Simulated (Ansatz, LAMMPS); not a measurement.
## Atom list for Glassy 57SiO2-27Al2O3-16BaO (mol %) (149 atoms)

The starting structure: 149 atoms (25 Si, 24 Al, 7 Ba, 93 O) placed at random at 2.73 g/cm³, melted at 4000 K for 10 ps at fixed volume with the Morse and Coulomb pair potential with partial charges (Pedone, Malavasi, Menziani, Cormack and Segre, J. Phys. Chem. B 110, 11780 (2006)). Quenched from 4000 K to 300 K at 25 K/ps and fixed volume, held 5 ps.

Geometry: the relaxed geometry. Computed with Ansatz 0.2.0: Kohn-Sham DFT, revPBE, PAW (set soft_2), plane waves; cutoff 420 eV, Γ point, fermi-dirac smearing of 0.025 eV; density 2.73 g/cm³.

Cell vectors (Å):

```
13.216 0.000 0.000
0.000 13.216 0.000
0.000 0.000 13.216
```

Positions (Å):

```
1 Si 4.876 7.283 9.236
2 Si 8.281 6.215 0.505
3 Si 10.645 4.542 13.140
4 Si 2.493 9.327 0.202
5 Si 6.408 4.735 10.103
6 Si 8.712 9.255 10.320
7 Si 2.638 1.702 4.468
8 Si 12.651 10.490 4.773
9 Si 9.064 7.791 7.453
10 Si 3.876 7.131 12.048
11 Si 12.578 10.031 9.379
12 Si 4.139 3.374 8.191
13 Si 11.331 9.464 1.967
14 Si 8.189 8.740 2.150
15 Si 3.620 11.515 11.377
16 Si 10.564 0.753 0.945
17 Si 8.669 2.149 12.244
18 Si 2.092 11.011 8.604
19 Si 7.348 11.290 7.005
20 Si 2.614 1.321 11.963
21 Si 11.473 3.359 2.515
22 Si 0.689 1.586 9.415
23 Si 3.980 3.349 2.328
24 Si 0.058 0.002 3.769
25 Si 8.796 0.727 7.158
26 Al 8.819 2.869 9.242
27 Al 0.147 5.631 11.934
28 Al 12.846 10.451 12.604
29 Al 12.038 3.604 8.121
30 Al 13.140 7.648 0.537
31 Al 3.716 4.289 5.216
32 Al 6.725 8.493 12.604
33 Al 10.336 5.470 8.790
34 Al 1.520 4.406 9.904
35 Al 13.142 6.816 8.599
36 Al 11.233 2.032 5.311
37 Al 3.064 4.150 12.794
38 Al 6.017 10.261 9.839
39 Al 6.835 8.808 5.208
40 Al 2.820 0.708 7.384
41 Al 6.416 3.789 0.071
42 Al 10.106 11.960 9.483
43 Al 12.139 13.187 11.497
44 Al 1.446 8.586 6.554
45 Al 1.013 4.842 1.861
46 Al 0.315 0.177 0.564
47 Al 10.530 10.174 7.025
48 Al 4.012 7.322 6.076
49 Al 10.642 7.206 11.650
50 Ba 9.624 12.247 4.149
51 Ba 6.831 5.439 6.767
52 Ba 5.737 1.206 10.472
53 Ba 3.644 10.992 5.477
54 Ba 9.144 11.245 12.926
55 Ba 3.560 7.059 2.930
56 Ba 0.341 5.203 5.305
57 O 2.820 4.134 8.766
58 O 6.579 11.219 8.449
59 O 9.682 13.157 8.285
60 O 6.436 10.494 5.845
61 O 11.891 0.595 4.411
62 O 0.030 12.912 2.177
63 O 1.221 1.125 7.974
64 O 3.252 0.689 5.619
65 O 12.343 7.267 12.196
66 O 2.896 8.558 5.496
67 O 11.994 7.994 1.814
68 O 5.112 3.339 1.178
69 O 2.885 12.183 7.749
70 O 7.603 4.812 0.883
71 O 10.674 12.428 11.065
72 O 1.636 1.149 0.012
73 O 4.019 1.725 8.252
74 O 7.137 2.234 12.786
75 O 3.868 5.721 12.866
76 O 8.431 7.132 1.875
77 O 0.452 11.790 4.543
78 O 10.780 1.956 1.991
79 O 7.179 9.376 11.055
80 O 0.210 3.219 9.251
81 O 4.429 4.327 3.564
82 O 0.768 9.331 0.228
83 O 6.089 4.420 11.640
84 O 8.860 10.692 6.893
85 O 6.194 6.271 9.531
86 O 1.333 5.879 3.183
87 O 4.647 3.825 6.682
88 O 7.555 6.988 12.524
89 O 11.142 3.393 4.112
90 O 5.184 8.857 9.289
91 O 7.838 7.921 6.382
92 O 9.211 6.154 7.617
93 O 5.209 11.371 10.984
94 O 1.629 4.403 11.708
95 O 9.712 8.714 11.490
96 O 12.022 5.434 8.007
97 O 1.228 1.088 4.002
98 O 2.529 8.012 12.400
99 O 3.524 13.161 11.670
100 O 9.692 1.197 5.844
101 O 10.458 8.433 6.953
102 O 9.860 6.057 12.991
103 O 9.620 3.450 12.486
104 O 9.674 9.503 2.176
105 O 11.366 10.952 5.694
106 O 2.628 3.947 1.403
107 O 8.603 8.412 8.937
108 O 2.740 11.010 10.109
109 O 12.007 4.525 12.303
110 O 7.497 9.058 3.575
111 O 3.234 5.909 5.426
112 O 7.592 12.906 6.562
113 O 13.061 3.557 2.210
114 O 3.578 1.908 3.087
115 O 3.809 6.849 10.415
116 O 12.739 8.517 8.875
117 O 9.319 0.895 13.074
118 O 3.056 10.712 12.683
119 O 5.049 8.143 12.527
120 O 8.575 1.806 10.645
121 O 4.489 6.883 7.715
122 O 7.894 4.348 9.548
123 O 2.286 9.685 7.706
124 O 10.563 6.350 10.200
125 O 10.708 4.482 1.564
126 O 5.419 3.691 9.214
127 O 3.665 2.560 12.159
128 O 11.917 0.836 13.141
129 O 11.943 10.216 3.295
130 O 10.392 3.636 8.868
131 O 0.559 5.927 10.063
132 O 12.109 2.809 6.610
133 O 0.473 11.144 8.851
134 O 5.474 7.693 5.130
135 O 0.234 9.299 5.475
136 O 2.354 3.171 5.131
137 O 0.716 6.026 0.491
138 O 10.165 12.610 1.696
139 O 8.866 10.852 10.077
140 O 12.431 10.078 10.975
141 O 8.100 2.035 7.862
142 O 7.372 9.369 0.837
143 O 3.030 9.161 1.678
144 O 11.512 10.286 0.545
145 O 0.133 12.154 12.462
146 O 11.185 10.702 8.647
147 O 1.895 1.644 10.523
148 O 12.664 0.811 10.078
149 O 0.955 7.012 7.174
```

**Question.** What Löwdin charge does each atom carry?

Charges in e, in the order of the atoms, ten a line:

```
+1.742 +1.743 +1.750 +1.687 +1.688 +1.697 +1.728 +1.735 +1.706 +1.735
+1.742 +1.699 +1.735 +1.717 +1.753 +1.679 +1.723 +1.737 +1.690 +1.719
+1.732 +1.746 +1.732 +1.749 +1.695 +1.348 +1.365 +1.383 +1.364 +1.399
+1.282 +1.369 +1.377 +1.395 +1.375 +1.358 +1.369 +1.373 +1.317 +1.360
+1.384 +1.374 +1.387 +1.298 +1.274 +1.433 +1.374 +1.210 +1.400 +1.913
+1.949 +1.909 +1.931 +1.916 +1.935 +1.956 -0.829 -0.846 -0.846 -0.901
-0.888 -0.845 -0.832 -0.883 -0.862 -0.997 -0.828 -0.827 -0.902 -0.831
-0.954 -0.831 -0.890 -0.885 -0.844 -0.787 -0.815 -0.800 -0.826 -0.809
-0.871 -0.815 -0.838 -0.866 -0.813 -1.112 -0.893 -0.849 -0.864 -0.850
-0.895 -0.900 -0.879 -0.853 -0.846 -0.886 -0.799 -0.795 -0.837 -0.893
-0.833 -0.763 -0.791 -0.836 -0.899 -0.811 -0.781 -0.802 -0.816 -0.853
-0.968 -0.816 -0.846 -0.784 -0.785 -0.821 -0.826 -0.787 -0.854 -0.875
-0.862 -0.853 -0.865 -0.911 -0.781 -0.853 -0.858 -0.821 -0.811 -0.872
-0.848 -0.920 -0.786 -0.961 -0.838 -0.882 -0.852 -1.020 -0.867 -0.835
-0.863 -0.890 -0.978 -0.889 -0.872 -0.823 -0.800 -0.825 -0.954
```

Forces are small here, 0.0060 eV/Å r.m.s. The Löwdin charges lack the electrons that the projection spills, 0.064 e an atom on average.

[Logs are printed without paths, hosts, clocks, repeated set-up lines and the standing remarks that a program may print on its own settings, such as how far it seeks lower states.]

[Hosts, paths, dates, database ids (printed as entryN), source tags and the programs' standing remarks are cut or masked in the printed files.]
